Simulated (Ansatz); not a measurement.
# LuZn (Pm-3m): from the cell to its phonons, part 2 of 3

Aim: the vibrations of LuZn (Pm-3m), their spectra, and whether the structure is stable.

Ansatz 0.2.0; DFT PBEsol, scalar-relativistic, plane waves, PAW; PAW set soft_1.

So far: The starting structure; Bringing the structure to rest. The relaxed cell has a = 3.431 Å (conventional setting).

## (3) Relaxing to small forces for the phonons

Phonons need a cell at rest on their own settings, so the relaxation is repeated with tight tolerances on forces and stress on the k mesh and occupations of the first response run.

Input file input.yaml:

```yaml
crystal:
  lattice:
    - [3.4306178123, 0.0, 0.0]
    - [0.0, 3.4306178123, 0.0]
    - [0.0, 0.0, 3.4306178123]
  atoms:
    - { symbol: Lu, position: [0.0, 0.0, 0.0] }
    - { symbol: Zn, position: [0.5, 0.5, 0.5] }
kpoints:
  mp_grid: { grid: [12, 12, 12] }
hamiltonian:
  xc: pbesol
  pseudopotentials: { kind: paw, azcp: { folder: soft_1 }, xc_functional: pbe }
scf:
  occupations: { method: methfessel_paxton, width: 0.2 }
output:
  forces: true
  stress: true
  eigenvalues: true
  write_density: true
  write_potential: true
  elf: true
  volumetric_format: npy
relax:
  adjacent_minimum: "off"
  f_tol: 0.001
  max_steps: 60
  cell: { stress_tol: 0.01 }
```

On the command line:

```bash
ansatz run input.yaml --threads 4 --pin off --max-ram 10240MiB --backend cpu --events-out ev --progress --plain --runs-dir out
```

Numbers of over 12 decimals in the logs are rounded to 6 here.

Log:

```text
[...]
Crystal: 2 atoms, lattice volume = 40.375 Å³
Basis set: ecut = 420 eV, 751 PW (Γ), exchange–correlation on 48×48×48 points (8 copies of the dense FFT grid, shifted against one another)
Bands: 23, of which v1, the nominal top of the filled ones, is band 19 counted from 1 (18 counted from 0)
Symmetry: 48 space group operations
[...]
k-points: 84 of 1728
[...]
k-point 83: bands = [... 15 lower, 9.0077, 11.8884, 11.8884, 11.8884, 14.0417, 19.2718, 19.2718, 19.2718]
--- Relaxed structure (1 steps of the walk, 1 accepted, 1 SCFs on fresh bases) ---
[...]
cell:  # Å, volume = 40.3754 Å³
    - [3.4306178123, 0.0, 0.0]
    - [0.0, 3.4306178123, 0.0]
    - [0.0, 0.0, 3.4306178123]
  atoms:
    - { symbol: Lu, position: [0.0, 0.0, 0.0] }
    - { symbol: Zn, position: [0.5, 0.5, 0.5] }
[key lines of the parts left out:]
SCF converged after 9 iterations
Free energy (F): -17893.683853 eV
Fermi energy:    13.942714 eV
P = ⅓ Tr σ = -0.0053 GPa (-0.053 kbar)
```

It took 3.7 s on 4 threads of Arm Neoverse V2, shared host; peak memory 0.39 GiB; 13 s of CPU time.

Little changed from the start: no atom moved by 0.005 Å and no cell edge by 0.1 %.

This step gave:

| Quantity | Value |
| --- | --- |
| pressure | -0.005287 GPa |

Electrostatic potential energy in the ac plane at fractional y = 0.000, with atoms of Lu within 0.2 Å of it. With pseudopotentials it is smooth inside the atoms' cores, unlike the true potential.

Ten even steps from '0' (-71 eV) to '9' (17 eV), each cell a mean:
```
00258999987520
12468999998642
45689999998765
77899999999887
89999999999998
99999999999999
99999999999999
99999999999999
99999999999999
78899999999988
56789999999865
12478999998642
00268999997520
00157999987410
```
Columns run along a (3.4 Å; values clipped at the 3rd and 97th percentile), rows up along c (3.4 Å). Atoms in or near the plane, at fractional coordinates: Lu at (0.00, 0.00).

Valence density in the ac plane at fractional y = 0.000, with atoms of Lu within 0.2 Å of it. It is the smooth field of the valence electrons, not physical close to the nuclei.

Ten steps, logarithmic in the rise over the least value, from '0' (0 e/Å³) to '9' (46 e/Å³), each cell a mean:
```
98631000001468
76420000001356
44310000000134
21100000000011
00000000000000
00000000000000
00000000000000
00000000000000
00000000000000
11000000000001
43210000000123
66420000001346
98631000001468
99641000002479
```
Columns run along a (3.4 Å), rows up along c (3.4 Å). Atoms in or near the plane, at fractional coordinates: Lu at (0.00, 0.00).

ELF in the ac plane at fractional y = 0.000, with atoms of Lu within 0.2 Å of it. It is the smooth field of the valence electrons, not physical close to the nuclei.

Values, 14 rows by 14 columns, each cell a mean:
```
0.78 0.83 0.84 0.66 0.26 0.09 0.12 0.16 0.11 0.10 0.35 0.73 0.85 0.82
0.85 0.84 0.78 0.51 0.18 0.10 0.17 0.22 0.15 0.10 0.24 0.59 0.80 0.85
0.77 0.71 0.55 0.28 0.12 0.14 0.26 0.32 0.24 0.13 0.14 0.34 0.59 0.73
0.40 0.33 0.22 0.12 0.14 0.25 0.38 0.42 0.35 0.23 0.13 0.14 0.24 0.35
0.11 0.10 0.10 0.15 0.26 0.38 0.46 0.48 0.45 0.36 0.23 0.13 0.10 0.10
0.09 0.11 0.16 0.26 0.38 0.46 0.49 0.50 0.48 0.45 0.35 0.24 0.15 0.11
0.14 0.17 0.24 0.35 0.44 0.48 0.50 0.50 0.50 0.48 0.42 0.32 0.22 0.16
0.10 0.12 0.18 0.29 0.40 0.47 0.49 0.50 0.49 0.46 0.38 0.26 0.17 0.12
0.10 0.09 0.11 0.17 0.28 0.40 0.47 0.48 0.46 0.38 0.25 0.14 0.10 0.09
0.30 0.25 0.16 0.11 0.16 0.28 0.40 0.44 0.38 0.26 0.14 0.12 0.18 0.26
0.70 0.64 0.47 0.22 0.11 0.17 0.29 0.35 0.26 0.15 0.12 0.28 0.51 0.66
0.85 0.84 0.75 0.47 0.16 0.11 0.18 0.24 0.16 0.10 0.22 0.55 0.78 0.84
0.80 0.84 0.84 0.64 0.25 0.09 0.12 0.17 0.11 0.10 0.33 0.71 0.84 0.83
0.70 0.80 0.85 0.70 0.30 0.10 0.10 0.14 0.09 0.11 0.40 0.77 0.85 0.78
```
Columns run along a (3.4 Å), rows up along c (3.4 Å). Atoms in or near the plane, at fractional coordinates: Lu at (0.00, 0.00).

The forces vanish by symmetry and the pressure is -0.005 GPa, within the tolerances set. The cell now holds 20.19 Å³/atom.

## (4) Linear response at the zone centre

The zone centre comes first: it holds the modes that light can see, as far as symmetry allows. No field response is asked, since the mesh shows no gap.

input.yaml, the sections that differ from step 3:

```yaml
output:
  eigenvalues: true
phonons:
  method: dfpt
# crystal, kpoints, hamiltonian, scf: as in step 3
# relax: removed
```

Log:

```text
[...]
Crystal: 2 atoms, lattice volume = 40.375 Å³
Basis set: ecut = 420 eV, 751 PW (Γ), exchange–correlation on 48×48×48 points (8 copies of the dense FFT grid, shifted against one another)
Bands: 23, of which v1, the nominal top of the filled ones, is band 19 counted from 1 (18 counted from 0)
Symmetry: 48 space group operations
k-points: 196 of 1728 (irreducible under 8 space group operations, time reversal used)
[...]
SCF iter   1: F=—  HF=-17894.627016 eV  |F-HF|=—  |Δ(HF+E_count)|=         —  Δρ=1.19e-1  dr2=4.29e0  ethr=3.10e-3  ⟨swp⟩=6.5  Hψ=23202  notcnv=0
[...]
SCF iter  13: F=-17893.683853 eV  HF=-17893.683853 eV  |F-HF|=3.64e-12  |Δ(HF+E_count)|=  5.82e-11  S|Δr|=    0.00e0  Δρ=1.66e-7  dr2=7.64e-12  ethr=1.00e-12  ⟨swp⟩=8.1  Hψ=37144  notcnv=0
SCF 1 converged in 13 iterations: F = -17893.683853 eV  dr2 = 7.64e-12
[...]
DFPT response loops at Γ: preconditioner auto → Kerker (q_TF=auto, 2.689 Å⁻¹) (partly filled bands, converged f_vac=0.000); β = 1.00, the filter's whole step (`scf.mixing.beta` (0.50) is not read by the response loops under this deck's `scf.mixing.preconditioner`; to damp them name `kerker` or `kerker_dos`, under which they read `scf.mixing.beta`, and type it under 1.00, their step now; both keys bind the ground state too); Broyden in place of MSR1
SCF converged after 13 iterations
[...]
Free energy (F): -17893.683853 eV
[...]
Internal energy: -17893.680721 eV  (E = F + TS)
E sigma→0 (E₀):  -17893.683070 eV
Entropy (-TS):   -0.003133 eV (-1.566 meV/atom)
Fermi energy:    13.942714 eV
[...]
--- Band table (eV; the first three rows and the last of 196) ---
  k-point 0: bands = [... 15 lower, 8.9764, 9.0015, 14.0418, 14.0418, 19.0556, 19.0556, 19.0556, 19.1396]
  k-point 1: bands = [... 15 lower, 8.9789, 9.0024, 13.9958, 14.0686, 18.1563, 18.1563, 18.6568, 19.1483]
  k-point 2: bands = [... 15 lower, 8.9863, 9.0048, 13.7160, 14.1449, 17.3184, 17.3184, 18.1376, 19.1724]
  k-point 195: bands = [... 15 lower, 9.0077, 11.8884, 11.8884, 11.8884, 14.0417, 19.2718, 19.2718, 19.2718]
--- Phonons (Γ-DFPT): 2 representative perturbations + reference, on 196 of 1728 k-points (Σ response iterations 8) ---
  k mesh reduced under 8 symmetry operations, with k and −k counted as one. Each operation leaves every solved perturbation unchanged. A smaller set is not used because it would not reduce the number of displacements times k-points to solve
  ASR residual: 1.669e-4 → 0.000e0 eV/Å²; symmetrization residual: 1.305e-5 eV/Å²
  ASR residual per site (eV/Å²): 1.67e-4 9.36e-5
  Γ frequencies (cm⁻¹): 0.00 0.00 0.00 144.00 144.00 144.00
  non-analytic LO–TO correction: not included (Born effective charges unavailable; polar crystals: no LO–TO splitting at Γ)
```

Elapsed: 15 s, on 4 threads; peak memory 0.82 GiB; 52 s of CPU time.

In the SCF lines HF is the Harris–Foulkes energy and dr2 the Hartree energy of the density residual, in eV; the loop may stop once dr2 is under the threshold and the program's other checks hold. Hψ counts applications of the Hamiltonian.

This step gave:

```yaml
sum_rule_residual_before_enforcement: 1.67e-4 eV/Å²
point_group: m-3m
highest_optical_mode_at_the_zone_centre_no_lo_to_term: 144 cm⁻¹
lowest_optical_zone_centre_mode: 144 cm⁻¹
```

Patterns of degenerate modes are one choice out of their space. The modes at Γ (shares of kinetic energy by element, %):

```
mode  frequency (cm⁻¹)  symmetry  Lu %  Zn %
   1               0.0  acoustic    73    27
   2               0.0  acoustic    73    27
   3               0.0  acoustic    73    27
   4             144.0       T1u    27    73
   5             144.0       T1u    27    73
   6             144.0       T1u    27    73
```

Displacements in mode 6 (144.0 cm⁻¹), the largest set to 1:
```
Lu1  0.00  0.00 -0.37
Zn2  0.00  0.00  1.00
```

Before it was imposed, the acoustic sum rule was missed by 1.7e-4 eV/Å². Small misses are needed for a sound result but don't prove that mesh and cutoff are converged. The lowest optical mode is real, 144 cm⁻¹.

(Part 2 of 3 ends here.)

[Logs are printed without paths, hosts, clocks, repeated set-up lines and the standing remarks that a program may print on its own settings, such as how far it seeks lower states.]

[Hosts, paths, dates, database ids (printed as entryN), source tags and the programs' standing remarks are cut or masked in the printed files.]
